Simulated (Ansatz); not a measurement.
## LuCr3, from a guessed structure to a relaxed one

Starting from a made-up structure for LuCr3, the aim is the relaxed cell, its shortest contacts and, where a second run follows, its electronic structure.

Method: DFT, PBEsol, plane-wave PAW, files of the set soft_1, scalar-relativistic, ferromagnetic start, cell and ions relaxed at zero pressure; PAW set soft_1, in Ansatz 0.2.0.

In doubt: warnings of the run leave room for a lower electronic state, so energies may not be the lowest and differences between runs may mislead.

**1. The starting structure**

It takes space group Pm-3m (No. 221, cubic). The conventional cell has a = 3.924 Å, b = 3.924 Å, c = 3.924 Å, α = 90.00°, β = 90.00°, γ = 90.00°. Nearest to Lu lie 12 Cr at 2.77 Å. Cr has 8 Cr at 2.77 Å and 4 Lu at 2.77 Å nearest. Farther neighbours are not listed.

Structure file:

```cif
data_structure
_symmetry_space_group_name_H-M 'P 1'
_symmetry_Int_Tables_number 1
_cell_length_a 3.9240
_cell_length_b 3.9240
_cell_length_c 3.9240
_cell_angle_alpha 90.000
_cell_angle_beta 90.000
_cell_angle_gamma 90.000
_cell_volume 60.42
loop_
_atom_site_label
_atom_site_type_symbol
_atom_site_fract_x
_atom_site_fract_y
_atom_site_fract_z
_atom_site_occupancy
Lu1 Lu 0.00000 0.00000 0.00000 1
Cr2 Cr 0.50000 0.50000 0.00000 1
Cr3 Cr 0.50000 0.00000 0.50000 1
Cr4 Cr 0.00000 0.50000 0.50000 1
```

**2. Relaxation of the guess**

The guess takes its coordinates from another compound and its volume from a rule, so the cell and any free coordinates are relaxed together.

File input.yaml:

```yaml
crystal:
  lattice:
    - [3.924, 0.0, 0.0]
    - [0.0, 3.924, 0.0]
    - [0.0, 0.0, 3.924]
  atoms:
    - { symbol: Lu, position: [0.0, 0.0, 0.0] }
    - { symbol: Cr, position: [0.5, 0.5, 0.0], spin: 3.0 }
    - { symbol: Cr, position: [0.5, 0.0, 0.5], spin: 3.0 }
    - { symbol: Cr, position: [0.0, 0.5, 0.5], spin: 3.0 }
magnetization:
  spin_polarized: true
kpoints:
  mp_grid: { grid: [7, 7, 7] }
scf:
  occupations: { method: fermi_dirac, width: 0.05 }
hamiltonian:
  xc: pbesol
  pseudopotentials: { kind: paw, azcp: { folder: soft_1 }, xc_functional: pbe }
relax:
  f_tol: 0.015
  max_steps: 70
  cell: {}
output:
  forces: true
  stress: true
```

Launch:

```
ansatz run input.yaml --threads 4 --pin off --max-ram 8192MiB --backend cpu --events-out ev --progress --plain --runs-dir out
```

Numbers of over 12 decimals in the logs are rounded to 6 here.

What it wrote:

```text
Engine: ansatz 0.2.0, aarch64-unknown-linux-gnu
Pseudopotentials: kind: paw
Pseudopotential: Lu, paw, valence charge 25, recommended cutoff 420 eV (normal), soft_1/Lu.paw.azcp
Pseudopotential: Cr, paw, valence charge 14, recommended cutoff 420 eV (normal), soft_1/Cr.paw.azcp
Functional definition: PBEsol
  exchange = pbesol_x
  correlation = pbesol_c
Crystal: 4 atoms, lattice volume = 60.421 Å³
Basis set: ecut = 420 eV, 1189 PW (Γ), exchange–correlation on 54×54×54 points (8 copies of the dense FFT grid, shifted against one another)
Bands: 46, of which v1, the nominal top of the filled ones, is band 34 counted from 1 (33 counted from 0)
Symmetry: 48 space group operations
Space group: Pm-3m (ITA 221), of the structure as read, at distance tolerance 3.9e-5 Å
Magnetic group: BNS 221.92 (UNI 1594), of the structure as read, at distance tolerance 3.9e-5 Å
k-points: 20 of 343
Non-local potential: Lu, projectors of the file, l = 0: 3, l = 1: 2, l = 2: 2, l = 3: 3
Non-local potential: Cr, projectors of the file, l = 0: 3, l = 1: 2, l = 2: 3, l = 3: 1
PAW form: soft (Blöchl's): semilocal exchange-correlation on the pseudo side does not see the compensation charge
PAW frozen core: Lu, regenerated for the run's functional, and the local potential with it (the file was generated under x = pbe(κ = 0.804, μ = 0.219515), c = pbe(β = 0.066725))
PAW frozen core: Cr, regenerated for the run's functional, and the local potential with it (the file was generated under x = pbe(κ = 0.804, μ = 0.219515), c = pbe(β = 0.066725))
PAW one-centre angular grid: Lu, 590 points (default); XC on 64 Gauss nodes
PAW one-centre angular grid: Cr, 590 points (default); XC on 64 Gauss nodes
Initial density: superposition of atomic densities (chi_scale 0.1, normalization cell)
Starting moments: Σ|m| = 9 μB on 3 of 4 sites
Initial wavefunctions: pseudopotential atomic-orbital guess
Functional: x = pbesol(κ = 0.804, μ = 0.123457), c = pbesol(β = 0.046)
SCF iter   1: F=—  HF=-24659.292158 eV  |F-HF|=—  |Δ(HF+E_count)|=         —  Δρ=1.26e-1 (↑1.26e-1 ↓5.26e-2)  dr2=1.96e1  dr2_m=9.18e-1  M=7.466 μB ∫|m|=7.469 μB  β_m=0.30  ethr=3.10e-3  ⟨swp⟩=5.8  Hψ=7799  notcnv=0
Mixer restart at iter 1: flushing history
preconditioner: auto → Kerker (q_TF=auto, 2.776 Å⁻¹)  [metal: Δε(μ)=0.007 eV  Ē_g=9.461 eV  σ=0.050 eV  W_gap=0.03  n_scr=26 (ndim 8)  ℏωp=30.6 eV  f_vac=0.000  D(μ)=5.59/eV (n_scr^D=80)]
spin=Collinear: Kerker preconditioning applied to the charge; magnetization (m = ρ↑ − ρ↓) channel mixes plain (no charge-response kernel on spin).
SCF iter   2: F=—  HF=-24657.044241 eV  |F-HF|=—  |Δ(HF+E_count)|=    2.25e0  Δρ=6.04e-2 (↑6.04e-2 ↓2.99e-2)  dr2=5.40e0  dr2_m=2.22e-1  M=7.495 μB ∫|m|=7.500 μB  β_m=0.43  ethr=3.10e-3  ⟨swp⟩=3.6  Hψ=4178  notcnv=0  defer=154
SCF iter   3: F=—  HF=-24656.033302 eV  |F-HF|=—  |Δ(HF+E_count)|=    1.01e0  Δρ=1.51e-2 (↑1.51e-2 ↓1.27e-2)  dr2=2.47e-1  dr2_m=2.90e-2  M=7.348 μB ∫|m|=7.359 μB  β_m=0.66  ethr=3.10e-3  ⟨swp⟩=3.5  Hψ=3751  notcnv=0  defer=154
SCF iter   4: F=—  HF=-24656.190089 eV  |F-HF|=—  |Δ(HF+E_count)|=         —  Δρ=2.49e-2 (↑2.49e-2 ↓2.22e-2)  dr2=2.31e-2  dr2_m=2.99e-1  M=6.148 μB ∫|m|=6.160 μB  β_m=1.00  ethr=3.68e-4  ⟨swp⟩=3.5  Hψ=4438  notcnv=0  defer=131
Mixer restart at iter 4: flushing history
SCF iter   5: F=—  HF=-24656.195454 eV  |F-HF|=—  |Δ(HF+E_count)|=   5.37e-3  Δρ=2.06e-2 (↑2.06e-2 ↓7.93e-3)  dr2=2.30e-1  dr2_m=8.48e-2  M=6.626 μB ∫|m|=6.639 μB  β_m=0.66  ethr=7.46e-5  ⟨swp⟩=3.4  Hψ=4783  notcnv=0  defer=131
SCF iter   6: F=—  HF=-24656.259788 eV  |F-HF|=—  |Δ(HF+E_count)|=   6.43e-2  Δρ=1.01e-2 (↑1.01e-2 ↓8.00e-3)  dr2=1.03e-1  dr2_m=8.85e-3  M=6.319 μB ∫|m|=6.331 μB  β_m=0.51  ethr=7.46e-5  ⟨swp⟩=4.2  Hψ=6013  notcnv=0  defer=99
SCF iter   7: F=—  HF=-24656.136219 eV  |F-HF|=—  |Δ(HF+E_count)|=   1.24e-1  Δρ=1.84e-3 (↑1.84e-3 ↓1.16e-3)  dr2=6.88e-3  dr2_m=5.84e-4  M=6.432 μB ∫|m|=6.444 μB  β_m=0.48  ethr=7.46e-5  ⟨swp⟩=4.0  Hψ=5235  notcnv=0  defer=102
SCF iter   8: F=—  HF=-24656.133258 eV  |F-HF|=—  |Δ(HF+E_count)|=   2.96e-3  Δρ=1.21e-3 (↑1.21e-3 ↓6.58e-4)  dr2=1.93e-3  dr2_m=3.13e-4  M=6.440 μB ∫|m|=6.452 μB  β_m=0.65  ethr=1.03e-5  ⟨swp⟩=2.3  Hψ=3577  notcnv=0  defer=100
SCF iter   9: F=—  HF=-24656.132798 eV  |F-HF|=—  |Δ(HF+E_count)|=   4.60e-4  Δρ=9.11e-4 (↑9.11e-4 ↓3.07e-4)  dr2=2.48e-4  dr2_m=1.81e-4  M=6.422 μB ∫|m|=6.435 μB  β_m=0.83  ethr=2.88e-6  ⟨swp⟩=2.0  Hψ=2646  notcnv=0  defer=100
SCF iter  10: F=—  HF=-24656.132899 eV  |F-HF|=—  |Δ(HF+E_count)|=   1.01e-4  Δρ=2.11e-4 (↑2.11e-4 ↓1.45e-4)  dr2=2.95e-5  dr2_m=7.91e-6  M=6.420 μB ∫|m|=6.433 μB  β_m=0.84  ethr=3.69e-7  ⟨swp⟩=2.4  Hψ=3218  notcnv=0  defer=100
SCF iter  11: F=—  HF=-24656.132901 eV  |F-HF|=—  |Δ(HF+E_count)|=   1.92e-6  Δρ=5.44e-5 (↑5.44e-5 ↓3.83e-5)  dr2=2.52e-6  dr2_m=4.61e-7  M=6.421 μB ∫|m|=6.434 μB  β_m=0.92  ethr=4.40e-8  ⟨swp⟩=2.5  Hψ=3353  notcnv=0  defer=100
SCF iter  12: F=—  HF=-24656.132901 eV  |F-HF|=—  |Δ(HF+E_count)|=   3.43e-7  Δρ=8.50e-6 (↑8.50e-6 ↓5.72e-6)  dr2=5.41e-8  dr2_m=9.75e-9  M=6.420 μB ∫|m|=6.433 μB  β_m=0.96  ethr=3.77e-9  ⟨swp⟩=2.9  Hψ=3649  notcnv=0  defer=100
SCF iter  13: F=-24656.132901 eV  HF=-24656.132901 eV  |F-HF|=6.58e-8  |Δ(HF+E_count)|=   1.69e-8  Δρ=1.11e-5 (↑1.11e-5 ↓4.58e-6)  dr2=8.61e-8  dr2_m=1.56e-8  M=6.420 μB ∫|m|=6.433 μB  ethr=8.07e-11  ⟨swp⟩=4.0  Hψ=8754  notcnv=0
SCF 1 converged in 13 iterations: F = -24656.132901 eV  dr2 = 8.61e-8
  greatest PAW one-centre occupation: 1.000 electrons in one spin orbital (limit 2), on the Cr atom at site 3 (counted from 0), in its partial waves of l = 0
relax step   1: F+E_penalty+E_count = -24656.13290050 eV  Δ(F+E_penalty+E_count) = +0.000e0 eV  max|allowed force component| = 2.118e-28 eV/Å  Δτ_max = 0.0000 Å  P = +0.949 GPa  Ω = 60.421 Å³  (13 SCF iters, dr2 threshold 1.00e-7 eV, accepted)
Crystal: 4 atoms, lattice volume = 61.038 Å³
Basis set: ecut = 420 eV, 1213 PW (Γ), exchange–correlation on 54×54×54 points (8 copies of the dense FFT grid, shifted against one another)
Initial density: handed on by an earlier stage of this run
Starting moments: Σ|m| = 9 μB on 3 of 4 sites; this step starts from the density that it was given
Initial wavefunctions: those handed on with the density
iter 1 solved again at ethr=9.41e-6 eV; its pass at ethr=3.10e-3 eV (dr2=6.31e-3 eV) is discarded
SCF iter   1: F=—  HF=-24656.138108 eV  |F-HF|=—  |Δ(HF+E_count)|=         —  Δρ=6.41e-3 (↑6.41e-3 ↓3.68e-3)  dr2=6.46e-3  dr2_m=1.39e-2  M=6.617 μB ∫|m|=6.630 μB  β_m=0.65  ethr=9.41e-6  ⟨swp⟩=2.2  Hψ=8465  notcnv=0
[...]
SCF iter   6: F=—  HF=-24656.135049 eV  |F-HF|=—  |Δ(HF+E_count)|=   1.68e-5  Δρ=5.23e-5 (↑5.23e-5 ↓2.87e-5)  dr2=8.89e-7  dr2_m=7.15e-7  M=6.735 μB ∫|m|=6.750 μB  β_m=0.88  ethr=1.21e-8  ⟨swp⟩=2.1  Hψ=3221  notcnv=0
SCF iter   7: F=—  HF=-24656.135048 eV  |F-HF|=—  |Δ(HF+E_count)|=   4.01e-7  Δρ=8.80e-6 (↑8.80e-6 ↓8.16e-6)  dr2=3.26e-8  dr2_m=3.43e-8  M=6.735 μB ∫|m|=6.750 μB  β_m=0.94  ethr=1.33e-9  ⟨swp⟩=3.0  Hψ=4302  notcnv=0
SCF iter   8: F=-24656.135048 eV  HF=-24656.135048 eV  |F-HF|=6.73e-8  |Δ(HF+E_count)|=   1.40e-8  Δρ=8.76e-6 (↑8.76e-6 ↓2.29e-6)  dr2=7.56e-8  dr2_m=7.41e-9  M=6.735 μB ∫|m|=6.750 μB  ethr=4.87e-11  ⟨swp⟩=4.0  Hψ=8964  notcnv=0
SCF 3 converged in 8 iterations: F = -24656.135048 eV  dr2 = 7.56e-8
  greatest PAW one-centre occupation: 1.000 electrons in one spin orbital (limit 2), on the Cr atom at site 2 (counted from 0), in its partial waves of l = 0
relax step   3: F+E_penalty+E_count = -24656.13504841 eV  Δ(F+E_penalty+E_count) = -5.659e-5 eV  max|allowed force component| = 2.683e-29 eV/Å  Δτ_max = 0.0000 Å  P = -0.036 GPa  Ω = 61.265 Å³  energy of the carried Pulay correction = -3.670e-4 eV  (8 SCF iters, dr2 threshold 1.59e-7 eV, accepted)
Initial wavefunctions: pseudopotential atomic-orbital guess (no wavefunctions were taken with the density)
iter 1 solved again at ethr=1.13e-8 eV; its pass at ethr=3.10e-3 eV (dr2=7.56e-6 eV) is discarded
SCF iter   1: F=—  HF=-24656.135435 eV  |F-HF|=—  |Δ(HF+E_count)|=         —  Δρ=3.54e-4 (↑3.54e-4 ↓2.46e-4)  dr2=4.63e-6  dr2_m=2.11e-6  M=6.735 μB ∫|m|=6.750 μB  β_m=0.65  ethr=1.13e-8  ⟨swp⟩=5.2  Hψ=15779  notcnv=0
preconditioner: auto → Kerker (q_TF=auto, 2.397 Å⁻¹)  [metal: Δε(μ)=0.021 eV  Ē_g=8.798 eV  σ=0.050 eV  W_gap=0.11  n_scr=18 (ndim 8)  ℏωp=30.4 eV  f_vac=0.000  D(μ)=7.01/eV (n_scr^D=92)]
spin=Collinear: Kerker preconditioning applied to the charge; magnetization (m = ρ↑ − ρ↓) channel mixes plain (no charge-response kernel on spin).
SCF iter   2: F=—  HF=-24656.135442 eV  |F-HF|=—  |Δ(HF+E_count)|=   7.04e-6  Δρ=1.27e-4 (↑1.27e-4 ↓8.88e-5)  dr2=6.36e-7  dr2_m=2.51e-7  M=6.735 μB ∫|m|=6.750 μB  β_m=0.63  ethr=6.92e-9  ⟨swp⟩=2.0  Hψ=2158  notcnv=0
SCF iter   3: F=—  HF=-24656.135443 eV  |F-HF|=—  |Δ(HF+E_count)|=   8.85e-7  Δρ=1.49e-5 (↑1.49e-5 ↓1.33e-5)  dr2=1.38e-7  dr2_m=5.34e-9  M=6.735 μB ∫|m|=6.750 μB  β_m=0.47  ethr=9.50e-10  ⟨swp⟩=3.0  Hψ=3217  notcnv=0
SCF iter   4: F=—  HF=-24656.135443 eV  |F-HF|=—  |Δ(HF+E_count)|=   2.11e-7  Δρ=3.78e-6 (↑3.78e-6 ↓2.37e-6)  dr2=7.63e-9  dr2_m=1.41e-9  M=6.735 μB ∫|m|=6.750 μB  β_m=0.66  ethr=2.05e-10  ⟨swp⟩=3.0  Hψ=3613  notcnv=0
SCF iter   5: F=—  HF=-24656.135443 eV  |F-HF|=—  |Δ(HF+E_count)|=   7.88e-9  Δρ=7.56e-7 (↑7.56e-7 ↓5.36e-7)  dr2=7.94e-10  dr2_m=2.87e-11  M=6.735 μB ∫|m|=6.750 μB  β_m=0.68  ethr=1.14e-11  ⟨swp⟩=2.5  Hψ=3418  notcnv=0
SCF iter   6: F=—  HF=-24656.135445 eV  |F-HF|=—  |Δ(HF+E_count)|=   2.67e-6  Δρ=1.71e-6 (↑1.71e-6 ↓5.13e-7)  dr2=1.69e-9  dr2_m=5.99e-10  M=6.735 μB ∫|m|=6.750 μB  β_m=0.68  ethr=1.19e-12  ⟨swp⟩=3.0  Hψ=4405  notcnv=0
SCF iter   7: F=—  HF=-24656.135445 eV  |F-HF|=—  |Δ(HF+E_count)|=  5.35e-10  Δρ=2.09e-6 (↑2.09e-6 ↓7.03e-7)  dr2=1.82e-9  dr2_m=7.61e-10  M=6.735 μB ∫|m|=6.750 μB  β_m=0.67  ethr=1.19e-12  ⟨swp⟩=3.0  Hψ=3528  notcnv=0
SCF iter   8: F=—  HF=-24656.135445 eV  |F-HF|=—  |Δ(HF+E_count)|=  6.00e-10  Δρ=9.05e-7 (↑9.05e-7 ↓3.15e-7)  dr2=3.25e-10  dr2_m=1.45e-10  M=6.735 μB ∫|m|=6.750 μB  β_m=0.83  ethr=1.19e-12  ⟨swp⟩=2.1  Hψ=3137  notcnv=0
SCF iter   9: F=—  HF=-24656.135445 eV  |F-HF|=—  |Δ(HF+E_count)|=  1.42e-10  Δρ=2.22e-7 (↑2.22e-7 ↓7.83e-8)  dr2=1.88e-11  dr2_m=8.73e-12  M=6.735 μB ∫|m|=6.750 μB  β_m=0.92  ethr=1.00e-12  ⟨swp⟩=2.5  Hψ=3006  notcnv=0
SCF iter  10: F=-24656.135445 eV  HF=-24656.135445 eV  |F-HF|=0.00e0  |Δ(HF+E_count)|=  3.64e-12  Δρ=9.15e-8 (↑9.15e-8 ↓2.53e-8)  dr2=8.24e-12  dr2_m=7.64e-13  M=6.735 μB ∫|m|=6.750 μB  ethr=1.00e-12  ⟨swp⟩=4.8  Hψ=8148  notcnv=0
SCF 4 converged in 10 iterations: F = -24656.135445 eV  dr2 = 8.24e-12
  greatest PAW one-centre occupation: 1.000 electrons in one spin orbital (limit 2), on the Cr atom at site 1 (counted from 0), in its partial waves of l = 0
relax step   4: F+E_penalty+E_count = -24656.13544531 eV  Δ(F+E_penalty+E_count) = -3.969e-4 eV  max|allowed force component| = 9.988e-30 eV/Å  Δτ_max = 0.0000 Å  P = -0.031 GPa  Ω = 61.265 Å³  stress off target by 3.15e-2 GPa  SCF on the basis re-selected at this cell (its energy is not comparable with the rows above)  (10 SCF iters)
basis re-selected at this cell: Δ(F+E_penalty+E_count) = -3.969e-4 eV, ΔP = +0.005 GPa vs the last step (what re-selecting the basis moved, of the pressure what is left beyond the Pulay correction that the steps carried, after the strain that the cell walked since its last selection, with what the two solves' SCF thresholds leave and, on support functions, any second-order correction that the steps lacked; it is no m [...]
WARN: an SCF from ferrimagnetic starting moments (0.00, -3.00, 3.00, 3.00 Bohr magnetons, atom by atom) was not made, by what the run has read of turns of its moments that order reads lower: the deck asks for what bars it, or types moments that do (magnetization.spin_polarized, in the input reference, names some of the keys), or the run goes by scf.lower_state_search: light, the default, which as a rule tries one only behind a close that has lost an order of both signs, or on which an open d or half-filled 4f shell of a PAW file has lost a moment that was set nearer to Hund's than to what is left; [rest of the remark cut]
SCF converged after 10 iterations
Magnetization: 6.7352 μB (36.8676 up, 30.1324 down)
Absolute magnetization: 6.7499 μB (∫|ρ↑−ρ↓|, with the PAW one-centre terms)
Spin contamination: 0.0605 ħ² per cell (⟨S²⟩ above its minimum at these occupations)
Per-site moments (μB) at R_I (Å): [(0.101838, 1.149865), (2.025606, 1.149865), (2.025606, 1.149865), (2.025606, 1.149865)]
Free energy (F): -24656.135445 eV
Harris-Foulkes:  -24656.135445 eV  (|F-HF|=0.00e0)
Internal energy: -24656.078228 eV  (E = F + TS)
E sigma→0 (E₀):  -24656.106837 eV
Entropy (-TS):   -0.057217 eV (-14.304 meV/atom)
Fermi energy:    17.078172 eV
--- Per-component energies (eV) ---
  E_band       = -395.295446
  E_kinetic    = 1331.761263
  E_local      = -9910.356593  (includes V_loc(G=0)·N_el)
  E_nonlocal   = 824.534510
  E_hartree    = 4297.706328
  E_xc         = -551.324763
  E_vxc        = -693.024099  (∫ρ·V_xc dr)
  E_paw        = -10879.131455  (= ΣΔE_a)
  E_vpaw       = -543.625397  (= ΣTr[D̂ρ^β])
  E_aug_tail   = 0.002334  (compensation charges beyond the density's cutoff)
  E_ewald      = -9770.941736
  E_core_change = 1.671884  (= ΣΔE_core)
  E_smearing   = -0.057217  (= −TS)
  E_closure    = 0.000000  (closes the sum)
  Σ components = -24656.135445   (vs F -24656.135445, Δ=0.00e0)
--- Forces (eV/Å), atoms counted from 1 ---
  atom   1  Lu    -0.00000000     0.00000000     0.00000000
  atom   2  Cr     0.00000000    -0.00000000    -0.00000000
  atom   3  Cr     0.00000000    -0.00000000    -0.00000000
  atom   4  Cr     0.00000000    -0.00000000    -0.00000000
  max |Σ_I F_I| component: 2.74e-29 eV/Å
--- Stress (GPa, compression-positive) ---
       -0.031470       0.000000      -0.000000
        0.000000      -0.031470       0.000000
       -0.000000       0.000000      -0.031470
  P = ⅓ Tr σ = -0.0315 GPa (-0.315 kbar)
--- Relaxed structure (3 steps of the walk, 3 accepted, 1 SCFs on fresh bases) ---
  F+E_penalty+E_count = -24656.13544531 eV   max|allowed force component| = 9.988e-30 eV/Å   (the final SCF, on the basis selected at the relaxed cell)
  cell:  # Å, volume = 61.2651 Å³
    - [3.942192, 0, 0]
    - [0, 3.942192, 0.0]
    - [0, 0.0, 3.942192]
  atoms:
    - { symbol: Lu, position: [0, 0, 0] }
    - { symbol: Cr, position: [0.5, 0.5, 0] }
    - { symbol: Cr, position: [0.5, 0, 0.5] }
    - { symbol: Cr, position: [0, 0.5, 0.5] }
```

Run time: 11 s. Hardware: 4 threads of Arm Neoverse V1, shared host; peak memory 0.44 GiB; 41 s of CPU time.

The steps of the relaxation:

```tsv
step	energy less that of the first step (eV)	largest force component (eV/Å)	pressure (GPa)	volume (Å³)
1	0.0000	0.0000	0.95	60.42
2	-0.0021	0.0000	0.25	61.04
3	-0.0021	0.0000	-0.04	61.27
4*	-0.0025	0.0000	-0.03	61.27
```

Relaxation steps marked * repeat the geometry before them on a plane-wave basis chosen anew for their cell, so energy and pressure can jump there.

Forces are held to the 48 operations that the run works with; a distortion that breaks them can't arise in this run.

```tsv
conventional cell, symmetrised	before	after	change
a (Å)	3.924	3.942	+0.5 %
b (Å)	3.924	3.942	+0.5 %
c (Å)	3.924	3.942	+0.5 %
volume (Å³/atom)	15.11	15.32	+1.4 %
```

The relaxed structure:

```cif
data_structure
_symmetry_space_group_name_H-M 'P 1'
_symmetry_Int_Tables_number 1
_cell_length_a 3.9422
_cell_length_b 3.9422
_cell_length_c 3.9422
_cell_angle_alpha 90.000
_cell_angle_beta 90.000
_cell_angle_gamma 90.000
_cell_volume 61.27
loop_
_atom_site_label
_atom_site_type_symbol
_atom_site_fract_x
_atom_site_fract_y
_atom_site_fract_z
_atom_site_occupancy
Lu1 Lu 0.00000 0.00000 0.00000 1
Cr2 Cr 0.50000 0.50000 0.00000 1
Cr3 Cr 0.50000 0.00000 0.50000 1
Cr4 Cr 0.00000 0.50000 0.50000 1
```

Numbers from this step:

| Property | Result |
| --- | --- |
| free energy | -24656.1354 eV |
| energy at zero smearing | -24656.1068 eV |
| smearing term TS | 0.05722 eV |
| Fermi energy | 17.08 eV |
| magnetization | 6.735 μB |
| absolute magnetization | 6.750 μB |
| site moments | 0.1018, 2.026, 2.026, 2.026 μB |
| electrons | 67 |
| symmetry operations | 48 |
| pressure | -0.03147 GPa |

Site moment by atom:

```tsv
atom	site moment (μB)
Lu1	0.10
Cr2	2.03
Cr3	2.03
Cr4	2.03
```

The shortest distance of each pair, which need not be the same contact before and after:

```tsv
pair	guess (Å)	relaxed (Å)
Cr–Lu	2.775	2.788
Cr–Cr	2.775	2.788
Lu–Lu	3.924	3.942
```

The relaxation ends with a pressure of -0.03 GPa.

**3. Outcome**

| Item | Value |
| --- | --- |
| space group, relaxed | Pm-3m |
| conventional cell | a = 3.942, b = 3.942, c = 3.942 Å; α = 90.0°, β = 90.0°, γ = 90.0° |
| volume per atom | 15.32 Å³ (guess 15.11) |
| total moment | 6.74 μB in the cell of 4 atoms |

**Reading.** LuCr3 relaxes to Pm-3m with a = 3.942, b = 3.942 and c = 3.942 Å. The guessed volume was near the relaxed one. The space group Pm-3m was held in the relaxation, so the end point is a stationary structure within it and may be a saddle against distortions or other arrangements. The input starts from parallel moments, and no other start was typed. The electronic state may lie above the lowest one. Mesh and cutoff weren't tested. Spin-orbit coupling is left out, which can matter for elements this heavy. No dispersion term is used, so weakly bound directions may come out too long. The program estimates, without running it, that another magnetic order lies lower than the one relaxed here. Nothing here tests whether the compound is stable against decomposition.

[Logs are printed without paths, hosts, clocks, repeated set-up lines and the standing remarks that a program may print on its own settings, such as how far it seeks lower states.]

[Hosts, paths, dates, database ids (printed as entryN), source tags and the programs' standing remarks are cut or masked in the printed files.]
